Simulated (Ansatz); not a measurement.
# LiErSe2: which shell does photoemission see at 21.2 and 100 eV? (LDA)

The valence band of LiErSe2 mixes several shells. Work out by hand which one leads the spectrum's area at each photon energy.

Filled states come from the projected DOS of Ansatz 0.2.0 (LDA+U, plane waves); cross sections σ and asymmetry parameters β are those of free atoms in a Dirac–Hartree–Slater calculation. A shell's area is states × σ × angular factor, which is 1 − β·P₂(cos θ)/2 for unpolarised light, with θ = 90° from the beam and P₂ = -0.500.

**At 21.2 eV** (states counted from 10.9 eV below the zero; other shells add 0.18 to the products' sum of 34.4):

```
shell  filled states a cell  cross section (Mb an electron)     β  angular factor  product  share by hand (%)  share in the simulated spectrum (%)
Er 5d                  1.78                            2.19  0.60            1.15     4.49                 13                                   13
Er 4f                 11.04                           0.123  1.71            1.43     1.94                  6                                    6
Se 4p                  9.33                            2.04  1.83            1.46     27.8                 81                                   81
```

**At 100 eV** (states counted from 26.2 eV below the zero; other shells add 0.77 to the products' sum of 8.43):

| shell | filled states a cell | cross section (Mb an electron) | β | angular factor | product | share by hand (%) | share in the simulated spectrum (%) |
| --- | --- | --- | --- | --- | --- | --- | --- |
| Er 5d | 2.26 | 0.0168 | 1.98 | 1.49 | 0.0568 | 1 | 1 |
| Er 4f | 11.07 | 0.609 | 0.36 | 1.09 | 7.33 | 87 | 87 |
| Se 4p | 9.39 | 0.0268 | 0.33 | 1.08 | 0.273 | 3 | 3 |

Se 4p leads at 21.2 eV and Er 4f at 100 eV. Between the two energies σ of Se 4p changes by a factor 0.013 and that of Er 4f by 4.9, so their ratio moves 376-fold in favour of the second. The simulated spectrum uses the same rule on the energy-resolved DOS, so the two share columns agree within a few points.

Only crystals where the two columns agree within 4 points and the lead is clear are worked in this form. Free-atom cross sections ignore the solid's final states, no escape depth or background enters, and the count of states a shell hangs on the projection.

[Logs are printed without paths, hosts, clocks, repeated set-up lines and the standing remarks that a program may print on its own settings, such as how far it seeks lower states.]
